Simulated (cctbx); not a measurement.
**Symmetry from intensities**

Cell: a = 4.3020 Å, b = 4.3020 Å, c = 31.2390 Å, α = 90.00°, β = 90.00°, γ = 120.00°. Expected content of the cell: Pr3 Fe6 S12.

The data are simulated with cctbx, not measured: Mo Kα, λ = 0.71073 Å, to d = 0.6 Å, 70 % of the full sphere, strongest reflection 70000 counts, noise from counting, a 6 % proportional error and a noise floor of 8 counts (s.d.); no absorption.

Tests on the unmerged data give:

```text
6794 reflections to d = 0.600 A
centring   violations  <I/sigma> of those
    A       1066 of  3416      4.5
    B       1043 of  3392      4.4
    C       1053 of  3344      4.5
    I       1044 of  3409      4.4
    R          0 of  4518      0.0
    F       1581 of  5076      4.5
Laue class    unique    Rint  (classes that these axes allow; Friedel mates merged)
R -3 :H           547   0.043
R -3 m :H         359   0.045
space group    extra absences  I>4sigma  <I/sigma>
R 3 2 :H                0          0         -  acentric
R 3 m :H                0          0         -  acentric
R -3 m :H               0          0         -  centric
Wilson B = 1.07 A^2   <|E^2-1|> = 0.674 (0.968 centric, 0.736 acentric)   E^2>4: 0.3 %
shell (A)         n   <I/sigma>
10.41 - 1.20     59     31.0
 1.20 - 0.95     46     31.7
 0.95 - 0.83     43     30.1
 0.83 - 0.76     42     34.2
 0.76 - 0.70     48     29.3
 0.70 - 0.66     41     30.7
 0.66 - 0.63     35     28.2
 0.63 - 0.60     45     29.6
```

**Question.** What are the lattice type, the Laue class and the likely space group?

The reflections that R centring forbids are absent (⟨I/σ⟩ near 0), so the lattice is R.

Rint stays low (0.043 to 0.045) up to R -3 m :H, the highest class in these axes.

3 settings pass the absence test. No glide or screw absences show, which leaves R 3 2, R 3 m and R -3 m.

⟨|E²−1|⟩ = 0.674 leans to a non-centrosymmetric structure, or to twinning, which lowers it. Here that hint misleads: the statistic assumes many like atoms on general positions, and few, heavy or special-position atoms break it. The Wilson B of 1.07 Å² means U ≈ 0.0136 Å².

The true group is R-3m (no. 166), Laue class -3m, centrosymmetric. The tables only narrow the choice to the tied entries; cell content, site symmetry and trial solutions must settle it.

The model was made for the exercise: a known structure type with other elements put in, its volume estimated, not relaxed; displacement parameters are assumed.

[Logs are printed without paths, hosts, clocks, repeated set-up lines and the standing remarks that a program may print on its own settings, such as how far it seeks lower states.]
